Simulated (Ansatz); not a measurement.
# How the geometry moves the gap of MgH2 (P4_2/mnm), part 2 of 2

Wanted: the change of the gap of MgH2 (P4_2/mnm) on relaxing cell and ions.

Ansatz 0.2.0; PBE, HSE06 and G0W0, plane waves, PAW. Known limits of the many-body steps: short of the basis limit.

So far. Step 2 (PBE bands at the given cell): The gap is indirect, with the least direct gap 0.80 eV higher. Step 4 (PBE at the relaxed cell): The gap is indirect, with the least direct gap 0.82 eV higher.

### Step 5. HSE06 at the relaxed cell

The screened hybrid is the usual rung above semilocal functionals: a quarter of exact exchange, cut off beyond a few ångström.

This step: DFT, HSE06, plane waves, PAW.

input.yaml

```yaml
crystal:
  lattice:
    - [4.5176724066, 0.0, 0.0]
    - [0.0, 4.5176724066, 0.0]
    - [0.0, 0.0, 3.0122799443]
  atoms:
    - { symbol: Mg, position: [0.0, 0.0, 0.0] }
    - { symbol: Mg, position: [0.5, 0.5, 0.5] }
    - { symbol: H, position: [0.3044339728, 0.3044339728, 0.0] }
    - { symbol: H, position: [0.1955660272, 0.8044339728, 0.5] }
    - { symbol: H, position: [0.6955660272, 0.6955660272, 0.0] }
    - { symbol: H, position: [0.8044339728, 0.1955660272, 0.5] }
kpoints:
  mp_grid: { grid: [4, 4, 6] }
  band_path:
    path:
      - [0.0, 0.0, 0.0]
      - [0.0, 0.5, 0.0]
      - [0.5, 0.5, 0.0]
      - [0.0, 0.0, 0.5]
      - [0.0, 0.5, 0.5]
      - [0.5, 0.5, 0.5]
      - [0.1666666667, 0.1666666667, 0.125]
      - [0.4, 0.4, 0.5]
      - [0.35, 0.35, 0.5]
      - [0.15, 0.15, 0.0]
    npoints: 1
hamiltonian:
  xc: hse06
scf:
  occupations: { method: fixed }
  n_extra_bands: 6
output:
  eigenvalues: true
```

Launch:

```
> ansatz run input.yaml --threads 3 --pin off --max-ram 92160MiB --backend cuda --events-out ev --progress --plain --runs-dir out --devices 1 --max-vram 13GiB
```

The program printed:

```text
[...]
GPUs: using 1 of 1 available (devices: 1).
[...]
davidson cushion auto → on  (no smearing: the cushion is to keep the highest requested band from converging to the state above it; pin scf.eigensolver.cushion to override)
[...]
GPU FFT provider: cuFFT
GPU libraries: cuBLAS 13.8.2, cuFFT 12.4.0, cuSOLVER 12.3.4
Crystal: 6 atoms, lattice volume = 61.479 Å³
Basis set: ecut = 420 eV, 1187 PW (Γ)
[...]
Fermi energy:    1.015650 eV
[...]
--- Band table (eV; the first three rows and the last of 24) ---
  k-point 0: bands = [... 8 lower, -6.0066, -0.5449, -0.5449, 0.6310, 6.7981, 7.2094, 11.4998, 11.4998, ... 2 higher]
  k-point 1: bands = [... 8 lower, -5.5419, -0.2432, -0.2432, 0.5818, 7.2760, 7.3825, 10.5304, 11.6952, ... 2 higher]
  k-point 2: bands = [... 8 lower, -4.1996, -0.2366, 0.4883, 0.4883, 7.4150, 8.7062, 10.1013, 10.2683, ... 2 higher]
  k-point 23: bands = [... 8 lower, -1.0051, -1.0051, 0.0202, 0.0202, 6.0337, 6.0337, 6.2841, 6.2841, ... 2 higher]
[key lines of the parts left out:]
Free energy (F): -3913.074123 eV
```

Run time: 14 s. Hardware: 1 × NVIDIA H100 80GB HBM3 (shared by 6 runs) with 3 threads of AMD EPYC 7R13 (Zen 3), shared host; peak memory 1.3 GiB; 21 s of CPU time.

This step gave:

```yaml
gap: 4.813 eV
valence_top_at: v'
conduction_bottom_at: k = (0.400, 0.400, 0.500)
least_direct_gap: 5.722 eV
```

The gap stands +1.09 eV against PBE.

### Step 6. G0W0 at the relaxed cell

Now the one-shot GW correction: screening in the RPA, then the self-energy of the levels asked for.

This step: G0W0 on PBE, plane waves, PAW.

input.yaml

```yaml
crystal:
  lattice:
    - [4.5176724066, 0.0, 0.0]
    - [0.0, 4.5176724066, 0.0]
    - [0.0, 0.0, 3.0122799443]
  atoms:
    - { symbol: Mg, position: [0.0, 0.0, 0.0] }
    - { symbol: Mg, position: [0.5, 0.5, 0.5] }
    - { symbol: H, position: [0.3044339728, 0.3044339728, 0.0] }
    - { symbol: H, position: [0.1955660272, 0.8044339728, 0.5] }
    - { symbol: H, position: [0.6955660272, 0.6955660272, 0.0] }
    - { symbol: H, position: [0.8044339728, 0.1955660272, 0.5] }
kpoints:
  mp_grid: { grid: [4, 4, 6] }
hamiltonian:
  xc: pbe
scf:
  occupations: { method: fixed }
gw:
  n_empty_bands: 183
  ecut_chi: 120
  qp_bands: [v2, c2]
  qp_kpoints: band_edges
  screening: { model: contour_deformation }
```

The program printed:

```text
GPUs: using 1 of 1 available (devices: 1).
[...]
GPU FFT provider: cuFFT
GPU libraries: cuBLAS 13.8.2, cuFFT 12.4.0, cuSOLVER 12.3.4
Crystal: 6 atoms, lattice volume = 61.479 Å³
Basis set: ecut = 420 eV, 1187 PW (Γ)
Bands: 18, of which v1, the nominal top of the filled ones, is band 12 counted from 1 (11 counted from 0)
Symmetry: 16 space group operations
[...]
k-points: 24 of 96
[...]
1    14      6.9980    -2.8212    -3.6274    -6.8298  0.8170     7.3808     7.3792  root
[...]
23    11      0.8710   -15.0725     2.4926   -11.1286  0.7593    -0.6164    -0.5803  root
    23    12      0.8710   -15.0725     2.4926   -11.1286  0.7593    -0.6164    -0.5803  root
    23    13      5.6667    -5.2836    -3.6296    -9.5288  0.8118     6.2862     6.2823  root
    23    14      5.6667    -5.2836    -3.6296    -9.5288  0.8118     6.2862     6.2823  root
[key lines of the parts left out:]
SCF converged after 6 iterations
Free energy (F): -3912.185140 eV
Fermi energy:    1.765696 eV
```

Wall time 15 s (1 × NVIDIA H100 80GB HBM3 (shared by 6 runs) with 3 threads); peak memory 1.2 GiB.

This step gave:

| Item | Value |
| --- | --- |
| bands summed | 195 |
| RPA ε∞ on this mesh (eigenvalues) | 3.653, 3.653, 3.667 |
| plane waves in the screening matrix | 181 |
| G0W0 gap on the mesh | 5.891 eV |
| k of the valence top | 0, 0.25, 0 |
| k of the conduction bottom | -0.5, -0.5, -0.5 |
| starting gap on the mesh | 3.901 eV |
| least direct G0W0 gap on the computed points | 6.676 eV |

The gap on the mesh goes from 3.90 eV to 5.89 eV, a correction of +1.99 eV. Between the two edge states, bare exchange in place of the xc potential would open the gap by 7.81 eV, and correlation takes back 5.82 eV. The start differs from the 3.73 eV found before because this mesh misses an edge.

### Step 7. G0W0 at the given cell

input.yaml, the sections that differ from step 6:

```yaml
crystal:
  lattice:
    - [4.5168, 0.0, 0.0]
    - [0.0, 4.5168, 0.0]
    - [0.0, 0.0, 3.0205]
  atoms:
    - { symbol: Mg, position: [0.0, 0.0, 0.0] }
    - { symbol: Mg, position: [0.5, 0.5, 0.5] }
    - { symbol: H, position: [0.306, 0.306, 0.0] }
    - { symbol: H, position: [0.194, 0.806, 0.5] }
    - { symbol: H, position: [0.694, 0.694, 0.0] }
    - { symbol: H, position: [0.806, 0.194, 0.5] }
# kpoints, hamiltonian, scf, gw: as in step 6
```

The program printed:

```text
GPUs: using 1 of 1 available (devices: 1).
[...]
GPU FFT provider: cuFFT
GPU libraries: cuBLAS 13.8.2, cuFFT 12.4.0, cuSOLVER 12.3.4
Crystal: 6 atoms, lattice volume = 61.623 Å³
Basis set: ecut = 420 eV, 1195 PW (Γ)
Bands: 18, of which v1, the nominal top of the filled ones, is band 12 counted from 1 (11 counted from 0)
Symmetry: 16 space group operations
[...]
k-points: 24 of 96
[...]
1    14      6.9939    -5.9488    -3.7640   -10.3980  0.8038     7.6844     7.6791  root
[...]
23    11      0.8681   -15.0523     2.4881   -11.1148  0.7592    -0.6174    -0.5813  root
    23    12      0.8681   -15.0523     2.4881   -11.1148  0.7592    -0.6174    -0.5813  root
    23    13      5.6488    -5.2771    -3.6304    -9.5227  0.8117     6.2680     6.2640  root
    23    14      5.6488    -5.2771    -3.6304    -9.5227  0.8117     6.2680     6.2640  root
[key lines of the parts left out:]
SCF converged after 6 iterations
Free energy (F): -3912.183862 eV
Fermi energy:    1.741094 eV
```

Run time: 18 s. Hardware: 1 × NVIDIA H100 80GB HBM3 (shared by 6 runs) with 3 threads; peak memory 1.2 GiB.

This step gave:

```yaml
bands_summed: 195
rpa_eps_infinity_on_this_mesh_eigenvalues: 3.655, 3.655, 3.667
plane_waves_in_the_screening_matrix: 181
g0w0_gap_on_the_mesh: 5.895 eV
k_of_the_valence_top: 0, 0.25, 0
k_of_the_conduction_bottom: -0.5, -0.5, -0.5
starting_gap_on_the_mesh: 3.908 eV
least_direct_g0w0_gap_on_the_computed_points: 6.687 eV
```

The gap on the mesh goes from 3.91 eV to 5.90 eV, a correction of +1.99 eV. Between the two edge states, bare exchange in place of the xc potential would open the gap by 7.81 eV, and correlation takes back 5.83 eV. The start differs from the 3.72 eV found before because this mesh misses an edge.

### Step 8. Together

G0W0 rows are gaps on the mesh, lowered where the mesh misses an edge of the band path.

| level | given cell (eV) | relaxed cell (eV) | change (eV) |
| --- | --- | --- | --- |
| PBE | 3.72 | 3.73 | +0.01 |
| HSE06 | - | 4.81 | - |
| G0W0@PBE | 5.71 | 5.72 | +0.01 |

### Step 9. What came out

| Property | Result |
| --- | --- |
| volume change | −0.2 % |
| PBE, given cell | 3.72 eV |
| PBE, relaxed cell | 3.73 eV |
| HSE06, relaxed cell | 4.81 eV |
| G0W0@PBE, relaxed cell | 5.72 eV |
| G0W0@PBE, given cell | 5.71 eV |
| known limits | short of the basis limit |

In words: Relaxation changes the volume by −0.2 % and the gap by +0.01 eV (PBE) and +0.01 eV (G0W0@PBE). Against experiment, by G0W0@PBE at the given cell: the gap of 5.71 eV lies +0.11 eV from the measured 5.6 ± 0.1 eV (optical, 300 K, 2003). An exciton line or allowed optical edge lies below the quasiparticle gap by the binding energy; a forbidden edge can push the onset above it. The calculation has static nuclei and no excitons; a measured gap holds zero-point and thermal motion, which mostly lowers it. Bands and cutoff are finite, so the gap stands short of the basis limit, usually by up to a few tenths of an eV; the mesh is an error of its own.

[Long decimals in the printed logs are rounded to 6 places.]

[Logs are printed without paths, hosts, clocks, repeated set-up lines and the standing remarks that a program may print on its own settings, such as how far it seeks lower states.]

[Paths, hosts, dates, memory and timing lines, banners, echoed tables and standing remarks are left out of the program output; an Ansatz launch command may be rebuilt from the run's recorded settings. Measured values are a selection of at most five: reports struck by readers or far from the other reports are left out. None is set beside runs whose start may be inverted or whose files or cutoffs have a known fault.]

[Runs of the session that timed out or met a known fault of the program may be left out.]

[Cells called generated may have been cut or substituted from an entry of the Crystallography Open Database or the Materials Project.]

[Hosts, paths, dates, database ids (printed as entryN), source tags and the programs' standing remarks are cut or masked in the printed files.]

[Where the starting crystal was built by hand or by swapping elements, it need not be the compound's stable phase.]
